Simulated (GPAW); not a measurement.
# Zr2NS2 MXene monolayer: simulated STM images

Wanted: filled- and empty-state images of Zr2NS2 MXene monolayer, with its work function.

Calculated with GPAW 26.7.0; GPAW, PAW setups; layer in a repeated cell with vacuum, relaxation of atoms and in-plane cell, in the first sound run; inputs show where later runs differ.

### 1. The structure

The cell holds 5 atoms: 2 S, 2 Zr and 1 N. Its edges and angles: a = 3.217 Å, b = 3.217 Å, c = 22.248 Å, α = 90.0°, β = 90.0°, γ = 120.0°. Vacuum lies along c.

Structure file:

```cif
data_structure
_symmetry_space_group_name_H-M 'P 1'
_symmetry_Int_Tables_number 1
_cell_length_a 3.2175
_cell_length_b 3.2175
_cell_length_c 22.2484
_cell_angle_alpha 90.000
_cell_angle_beta 90.000
_cell_angle_gamma 120.000
_cell_volume 199.46
loop_
_atom_site_label
_atom_site_type_symbol
_atom_site_fract_x
_atom_site_fract_y
_atom_site_fract_z
_atom_site_occupancy
S1 S 0.33333 0.66667 0.35958 1
Zr2 Zr 0.66667 0.33333 0.44294 1
N3 N 0.00000 0.00000 0.50000 1
Zr4 Zr 0.33333 0.66667 0.55706 1
S5 S 0.66667 0.33333 0.64043 1
```

### 2. Relaxing the atoms

The atoms are relaxed first, since the surface dipole, and with it the work function, follows the positions of the outer layers.

File run.py:

```python
import json
import numpy as np
from ase import Atoms
from ase.filters import FrechetCellFilter
from ase.optimize import BFGS
from gpaw import GPAW, PW

slab = Atoms(
    ['S', 'Zr', 'N', 'Zr', 'S'],
    positions=[
        [-0.00000, 1.85762, 8.00000],
        [1.60875, 0.92881, 9.85468],
        [0.00000, 0.00000, 11.12422],
        [-0.00000, 1.85762, 12.39376],
        [1.60875, 0.92881, 14.24845]],
    cell=[[3.2175, 0.0, 0.0], [-1.60875, 2.78644, 0.0], [0.0, 0.0, 22.2484]],
    pbc=[True, True, True])

slab.calc = GPAW(mode=PW(600), xc='PBE', kpts={'size': (12, 12, 1), 'gamma': True},
                 occupations={'name': 'fermi-dirac', 'width': 0.05}, nbands='160%',
                 convergence={'density': 1e-05}, maxiter=200,
                 symmetry={'tolerance': 1e-3}, txt='slab.txt')
result = {}
# The in-plane cell is free; stress needs a cell that repeats along all three vectors
path = []
opt = BFGS(FrechetCellFilter(slab, mask=[1, 1, 0, 0, 0, 1]), maxstep=0.2)
opt.attach(lambda: path.append((slab.get_potential_energy(), slab.positions.tolist(), slab.get_forces().tolist())))
result['relaxed'] = bool(opt.run(fmax=0.02, steps=45))
result['path'] = path
result['cell'] = slab.cell.tolist()
print('in-plane lattice', slab.cell.cellpar().round(4)[[0, 1, 5]])
energy = slab.get_potential_energy()
fermi = slab.calc.get_fermi_level()
v = slab.calc.get_electrostatic_potential().mean((0, 1)) - fermi
n = slab.calc.get_pseudo_density().mean((0, 1))
L = slab.cell[2, 2]
z = np.arange(len(v)) * L / len(v)
low, high = slab.positions[:, 2].min(), slab.positions[:, 2].max()
below, above = np.interp([low - 5.8, high + 5.8], z, v)
slopes = [np.interp(x, z, np.gradient(v, z)) for x in (low - 5.8, high + 5.8)]
eps = np.array([[slab.calc.get_eigenvalues(k, s) for k in range(len(slab.calc.get_ibz_k_points()))]
                for s in range(slab.calc.get_number_of_spins())]) - fermi
top, bottom = eps[eps < 0].max(), eps[eps > 0].min()
dipole = slab.get_dipole_moment()[2]
print(f'energy {energy:.4f} eV, Fermi level {fermi:.4f} eV, dipole {dipole:.5f} e A')
print(f'potential 5.8 A off the faces, from the Fermi level: lower {below:.4f} eV, upper {above:.4f} eV')
print(f'slope of the potential there: lower {slopes[0]:.5f}, upper {slopes[1]:.5f} eV/A')
print(f'nearest levels on the mesh: {top:.4f} and {bottom:.4f} eV')
print('magnetic moment', round(slab.get_magnetic_moment(), 3))
result.update(energy=energy, fermi=fermi, dipole=dipole, below=below, above=above, slopes=slopes, edges=[top, bottom],
              z=z.tolist(), v=v.tolist(), n=n.tolist(), positions=slab.positions.tolist(),
              forces=slab.get_forces(apply_constraint=False).tolist(), moments=slab.get_magnetic_moments().tolist())
json.dump(result, open('result.json', 'w'))
```

Run with:

```
OMP_NUM_THREADS=1 OPENBLAS_NUM_THREADS=1 python run.py
```

Output:

```text
Step          Energy          fmax
BFGS:    0      -38.074750        2.217608
BFGS:    1      -38.325815        1.543771
BFGS:    2      -38.653616        2.294323
BFGS:    3      -38.780801        1.020133
BFGS:    4      -38.856911        0.819195
BFGS:    5      -39.085459        0.576154
BFGS:    6      -39.109354        0.442790
BFGS:    7      -39.126434        0.243472
BFGS:    8      -39.136968        0.229520
BFGS:    9      -39.139829        0.130127
BFGS:   10      -39.138201        0.028352
BFGS:   11      -39.137342        0.004108
in-plane lattice [  3.4145   3.4145 120.    ]
energy -39.1296 eV, Fermi level -0.3802 eV, dipole 0.00072 e A
potential 5.8 A off the faces, from the Fermi level: lower 5.7701 eV, upper 5.7673 eV
slope of the potential there: lower 0.00038, upper 0.00076 eV/A
nearest levels on the mesh: -0.0214 and 0.0160 eV
magnetic moment 0.0
```

Wall time 17 min (1 thread of Arm Neoverse V1, shared host); peak memory 0.67 GiB.

This step gave:

* dipole along the normal: 7.21e-4 e·Å
* levels nearest the Fermi level on the mesh: -0.02138, 0.01601 eV from the Fermi level

The electrostatic potential energy of an electron (without an applied field's), less the Fermi level, planar mean oscillates, so the rows of the table below give means over windows of 1.77 Å about each position, cut where the curve ends. Its maxima inside the range that stand out by 2 % of the span (Å: eV): 8.9: -5.30, 10.7: -6.32, 11.6: -6.32, 13.3: -5.31. Its minima: 8.3: -15.5, 9.8: -20.2, 11.1: -11.2, 12.4: -20.2, 13.9: -15.5.

The electrostatic potential energy of an electron (without an applied field's), less the Fermi level, planar mean by z; means over each step:

| z (Å) | electrostatic potential energy of an electron (without an applied field's), less the Fermi level, planar mean (eV) |
| --- | --- |
| 0.89 | 5.77 |
| 2.66 | 5.77 |
| 4.43 | 5.77 |
| 6.20 | 5.59 |
| 7.97 | -5.55 |
| 9.74 | -12.6 |
| 11.51 | -10.5 |
| 13.28 | -11.8 |
| 15.05 | 1.66 |
| 16.82 | 5.75 |
| 18.59 | 5.77 |
| 20.36 | 5.77 |
| 22.13 | 5.77 |

The pseudo valence density, planar mean oscillates, so the rows of the table below give means over windows of 1 Å about each position, cut where the curve ends. Its maxima inside the range that stand out by 2 % of the span (Å: e/Å³): 8.7: 0.444, 9.9: 1.05, 11.1: 0.601, 12.4: 1.05, 13.6: 0.444. Its minima: 9.0: 0.411, 10.6: 0.472, 11.7: 0.472, 13.2: 0.411.

The pseudo valence density, planar mean by z; means over each step:

z (Å), pseudo valence density, planar mean (e/Å³) and a bar:
```
        4       0.00 
        5       0.00 
        6       0.00 
        7       0.07 ###
        8       0.34 #############
        9       0.48 ##################
       10       0.81 ##############################
       11       0.55 ####################
       12       0.71 ##########################
       13       0.59 ######################
       14       0.38 ##############
       15       0.13 #####
       16       0.01 
       17       0.00 
       18       0.00
```

The relaxation lowered the energy of the cell by 1.07 eV (energies extrapolated to zero smearing; the optimiser's log prints free energies). The largest force left on a free atom is 0.0041 eV/Å.

### 3. The slab's potential

With the geometry fixed, the planar mean of the potential gives the vacuum level on each side.

This step: GPAW, PAW setups; slab in vacuum (GPAW 26.7.0).

The cell differs from the one that the last finished run ended in (c 22.248 → 21.743 Å).

File run.py:

```python
import json
import numpy as np
from ase import Atoms
from ase.dft.stm import STM
from gpaw import GPAW, PW

slab = Atoms(
    ['S', 'Zr', 'N', 'Zr', 'S'],
    positions=[
        [-0.00000, 1.97138, 8.00000],
        [1.70727, 0.98569, 9.57806],
        [0.00000, 0.00000, 10.87164],
        [-0.00000, 1.97138, 12.16521],
        [1.70727, 0.98569, 13.74328]],
    cell=[[3.41454, -0.0, 0.0], [-1.70727, 2.95708, 0.0], [0.0, 0.0, 21.7433]],
    pbc=[True, True, False])

slab.calc = GPAW(mode=PW(500), xc='PBE', kpts={'size': (12, 12, 1), 'gamma': True},
                 occupations={'name': 'fermi-dirac', 'width': 0.05}, nbands='160%',
                 convergence={'density': 1e-05}, maxiter=200,
                 poissonsolver={'dipolelayer': 'xy'},
                 symmetry={'tolerance': 1e-3}, txt='slab.txt')
result = {}
energy = slab.get_potential_energy()
fermi = slab.calc.get_fermi_level()
v = slab.calc.get_electrostatic_potential().mean((0, 1)) - fermi
n = slab.calc.get_pseudo_density().mean((0, 1))
L = slab.cell[2, 2]
z = np.arange(len(v)) * L / len(v)
low, high = slab.positions[:, 2].min(), slab.positions[:, 2].max()
below, above = np.interp([low - 5.8, high + 5.8], z, v)
slopes = [np.interp(x, z, np.gradient(v, z)) for x in (low - 5.8, high + 5.8)]
eps = np.array([[slab.calc.get_eigenvalues(k, s) for k in range(len(slab.calc.get_ibz_k_points()))]
                for s in range(slab.calc.get_number_of_spins())]) - fermi
top, bottom = eps[eps < 0].max(), eps[eps > 0].min()
dipole = slab.get_dipole_moment()[2]
print(f'energy {energy:.4f} eV, Fermi level {fermi:.4f} eV, dipole {dipole:.5f} e A')
print(f'potential 5.8 A off the faces, from the Fermi level: lower {below:.4f} eV, upper {above:.4f} eV')
print(f'slope of the potential there: lower {slopes[0]:.5f}, upper {slopes[1]:.5f} eV/A')
print(f'nearest levels on the mesh: {top:.4f} and {bottom:.4f} eV')
print('magnetic moment', round(slab.get_magnetic_moment(), 3))
result.update(energy=energy, fermi=fermi, dipole=dipole, below=below, above=above, slopes=slopes, edges=[top, bottom],
              z=z.tolist(), v=v.tolist(), n=n.tolist(), positions=slab.positions.tolist(),
              forces=slab.get_forces(apply_constraint=False).tolist(), moments=slab.get_magnetic_moments().tolist())

# Images need the states of the whole zone, up to time reversal
slab.calc = slab.calc.fixed_density(symmetry={'point_group': False}, txt='states.txt', nbands='280%',
                                    convergence={'bands': 'CBM+2.3'})
stm = STM(slab)
result['stm'] = []
for bias in [-1.5, 2.0]:
    height = high + 4.0
    current = stm.get_averaged_current(bias, height)
    x, y, h = stm.scan(bias, current)
    i, f = divmod(height / L * stm.ldos.shape[2], 1)
    I = abs((1 - f) * stm.ldos[:, :, int(i)] + f * stm.ldos[:, :, int(i) + 1])
    print(f'bias {bias} V: mean current at 4.0 A {current:.4e}, corrugation {np.ptp(h):.4f} A')
    result['stm'].append(dict(bias=bias, current=current, h=(h - high).tolist(), I=I.tolist()))
json.dump(result, open('result.json', 'w'))
```

Output:

```text
energy -38.6808 eV, Fermi level -0.2547 eV, dipole -0.00039 e A
potential 5.8 A off the faces, from the Fermi level: lower 5.7671 eV, upper 5.7742 eV
slope of the potential there: lower -0.00034, upper 0.00034 eV/A
nearest levels on the mesh: -0.0238 and 0.0170 eV
magnetic moment 0.0
bias -1.5 V: mean current at 4.0 A 1.1050e-06, corrugation 0.2133 A
bias 2.0 V: mean current at 4.0 A 3.9325e-06, corrugation 0.1220 A
```

The job ended after 7.3 min (1 thread; peak memory 0.82 GiB).

This step gave:

| Item | Value |
| --- | --- |
| dipole along the normal | -3.88e-4 e·Å |
| levels nearest the Fermi level on the mesh | -0.02381, 0.01697 eV from the Fermi level |
| upper work function | 5.774 eV |
| lower work function | 5.767 eV |
| corrugation -1.5 | 0.2133 Å |
| corrugation 2 | 0.1220 Å |

The electrostatic potential energy of an electron (without an applied field's), less the Fermi level, planar mean oscillates, so the rows of the table below give means over windows of 1.72 Å about each position, cut where the curve ends. Its maxima inside the range that stand out by 2 % of the span (Å: eV): 8.7: -5.32, 10.4: -6.34, 11.3: -6.34, 13.0: -5.32. Its minima: 8.0: -15.4, 9.6: -20.3, 10.9: -11.3, 12.1: -20.2, 13.8: -15.4.

Electrostatic potential energy of an electron (without an applied field's), less the Fermi level, planar mean against z; means over each step:

```csv
z (Å),"electrostatic potential energy of an electron (without an applied field's), less the Fermi level, planar mean (eV)"
0.86,5.77
2.58,5.77
4.30,5.77
6.02,5.54
7.74,-5.86
9.46,-12.8
11.18,-9.84
12.90,-12.0
14.62,-0.149
16.34,5.74
18.06,5.77
19.78,5.77
21.50,5.77
```

The pseudo valence density, planar mean oscillates, so the rows of the table below give means over windows of 1 Å about each position, cut where the curve ends. Its maxima inside the range that stand out by 2 % of the span (Å: e/Å³): 8.3: 0.445, 9.6: 1.06, 10.9: 0.598, 12.1: 1.06, 13.4: 0.445. Its minima: 8.7: 0.412, 10.3: 0.471, 11.4: 0.471, 13.0: 0.412.

Pseudo valence density, planar mean against z; means over each step:

| z (Å) | pseudo valence density, planar mean (e/Å³) |
| --- | --- |
| 4 | 1.1e-5 |
| 5 | 2.6e-4 |
| 6 | 0.00650 |
| 7 | 0.129 |
| 8 | 0.385 |
| 9 | 0.590 |
| 10 | 0.708 |
| 11 | 0.551 |
| 12 | 0.811 |
| 13 | 0.471 |
| 14 | 0.340 |
| 15 | 0.0661 |
| 16 | 0.00290 |
| 17 | 1.1e-4 |
| 18 | 5.1e-6 |

Tip height over the top atom over a1 and a2. Sample bias -1.5 V, constant current at the mean current 4.0 Å over the top atom.

Ten even steps from '0' (3.89 Å) to '9' (4.10 Å):
```
333344444444443333
333333332333333334
433221111112233444
443211000112344444
543110000113455555
643100000134666666
643100001346667766
642100012467777777
643111134678888887
643111346788999887
643223467889999887
643234667899999876
543345667899998766
433345677899987765
433445677888877654
333445667888766544
334445667777665444
333445666666654433
```
Columns: a1 from 0 to 0.944; rows upwards: a2 from 0 to 0.944.

Local density of states summed over the bias window over a1 and a2. Sample bias -1.5 V, constant height 4.0 Å over the top atom.

Values in units of 1e-6 arbitrary, 12 rows by 16 columns, each cell a mean:
```
1.0 1.0 1.0 1.0 1.0 1.0 1.0 1.0 1.0 1.0 1.0 1.0 1.0 1.0 1.0 1.0
1.0 1.0 1.0 0.9 0.9 0.9 0.9 0.9 0.9 0.9 0.9 1.0 1.0 1.0 1.0 1.0
1.1 1.0 0.9 0.9 0.8 0.8 0.8 0.8 0.8 0.9 0.9 1.0 1.1 1.1 1.1 1.1
1.1 1.1 0.9 0.8 0.8 0.8 0.8 0.8 0.9 1.0 1.1 1.1 1.2 1.2 1.2 1.2
1.2 1.0 0.9 0.9 0.8 0.8 0.8 0.9 1.0 1.1 1.2 1.2 1.3 1.3 1.2 1.2
1.2 1.0 0.9 0.8 0.8 0.8 0.9 1.0 1.2 1.3 1.3 1.3 1.3 1.3 1.3 1.3
1.2 1.1 0.9 0.9 0.9 1.0 1.1 1.2 1.3 1.4 1.4 1.5 1.5 1.4 1.4 1.3
1.2 1.1 1.0 0.9 1.0 1.1 1.2 1.3 1.4 1.4 1.5 1.5 1.5 1.4 1.3 1.2
1.1 1.0 1.0 1.0 1.1 1.2 1.2 1.3 1.4 1.5 1.5 1.5 1.4 1.3 1.2 1.2
1.0 1.0 1.0 1.0 1.1 1.2 1.2 1.3 1.4 1.4 1.4 1.3 1.3 1.2 1.2 1.1
1.0 1.0 1.0 1.1 1.1 1.2 1.2 1.3 1.3 1.3 1.3 1.2 1.2 1.1 1.1 1.1
1.0 1.0 1.0 1.1 1.1 1.2 1.2 1.2 1.2 1.2 1.2 1.2 1.1 1.1 1.0 1.0
```
Columns: a1 from 0 to 0.944; rows upwards: a2 from 0 to 0.944.

Tip height over the top atom over a1 and a2. Sample bias 2 V, constant current at the mean current 4.0 Å over the top atom.

Ten even steps from '0' (3.95 Å) to '9' (4.07 Å):
```
222233222222332222
221222111112221223
222211000011222233
332100000001233333
332100000012334444
321000000012345554
421000000124466664
421000001245677765
421000012456888865
421101124578999875
422112245689999865
332223346899999864
332233467899998764
321234567899987654
222234567888876543
222334566676665433
223334445555444333
222233344444333222
```
Columns: a1 from 0 to 0.944; rows upwards: a2 from 0 to 0.944.

Local density of states summed over the bias window over a1 and a2. Sample bias 2 V, constant height 4.0 Å over the top atom.

Values in units of 1e-6 arbitrary, 12 rows by 16 columns, each cell a mean:
```
3.8 3.7 3.7 3.8 3.8 3.8 3.7 3.7 3.7 3.7 3.8 3.8 3.7 3.7 3.8 3.8
3.8 3.7 3.7 3.7 3.7 3.6 3.5 3.5 3.6 3.6 3.7 3.8 3.7 3.7 3.8 3.8
3.9 3.8 3.7 3.6 3.5 3.5 3.5 3.5 3.5 3.6 3.7 3.8 3.9 3.9 3.9 3.9
3.9 3.8 3.6 3.5 3.5 3.5 3.5 3.5 3.6 3.7 3.8 3.9 4.0 4.1 4.1 4.0
3.9 3.7 3.6 3.5 3.5 3.5 3.5 3.5 3.7 3.9 4.0 4.2 4.3 4.3 4.2 4.1
4.0 3.7 3.6 3.5 3.5 3.5 3.6 3.7 3.9 4.1 4.3 4.4 4.4 4.4 4.3 4.2
3.9 3.8 3.7 3.6 3.6 3.7 3.8 4.0 4.2 4.4 4.5 4.6 4.6 4.5 4.3 4.2
3.9 3.8 3.8 3.7 3.8 3.8 4.0 4.2 4.4 4.6 4.6 4.6 4.6 4.5 4.3 4.1
3.9 3.8 3.7 3.8 3.9 4.0 4.2 4.3 4.5 4.6 4.6 4.6 4.5 4.4 4.2 4.0
3.8 3.7 3.7 3.8 3.9 4.1 4.2 4.3 4.4 4.5 4.5 4.4 4.3 4.2 4.1 3.9
3.8 3.8 3.8 3.9 3.9 4.1 4.1 4.2 4.2 4.2 4.2 4.2 4.1 4.0 3.9 3.8
3.8 3.8 3.8 3.8 3.9 3.9 4.0 4.0 4.1 4.0 4.0 3.9 3.9 3.8 3.8 3.8
```
Columns: a1 from 0 to 0.944; rows upwards: a2 from 0 to 0.944.

The potential is flat to 3.4e-4 eV/Å where it is read, so the vacuum is wide enough.

### 4. What came out

| Property | Result |
| --- | --- |
| work function, upper and lower face | 5.774 and 5.767 eV |
| dipole along the normal | -3.9e-4 e Å |
| corrugation at -1.5 V | 0.213 Å |
| corrugation at 2 V | 0.122 Å |

**Reading.** The corrugation at constant current is largest at -1.5 V, where the tip height varies by 0.21 Å over the cell. Negative sample bias images filled states, positive bias empty ones. The images are of Tersoff-Hamann type: an s-wave tip, no tip-sample forces, heights closer than in a microscope. The starting lattice was a guess from atomic radii; the relaxation moved it by 6 %. The small printed dipole stands for a step of 6.9 meV from the lower to the upper face, and the probes find 7.1 meV; values this small are near the numerical noise of both. The cell holds an odd number of electrons, so without spin polarisation it must come out metallic and without a moment, whatever its true state. The layer's cell and atoms come from the relaxation; spin-orbit coupling and temperature are left out.

[Logs are printed without paths, hosts, clocks, repeated set-up lines and the standing remarks that a program may print on its own settings, such as how far it seeks lower states.]

[Hosts, paths, dates, database ids (printed as entryN), source tags and the programs' standing remarks are cut or masked in the printed files.]
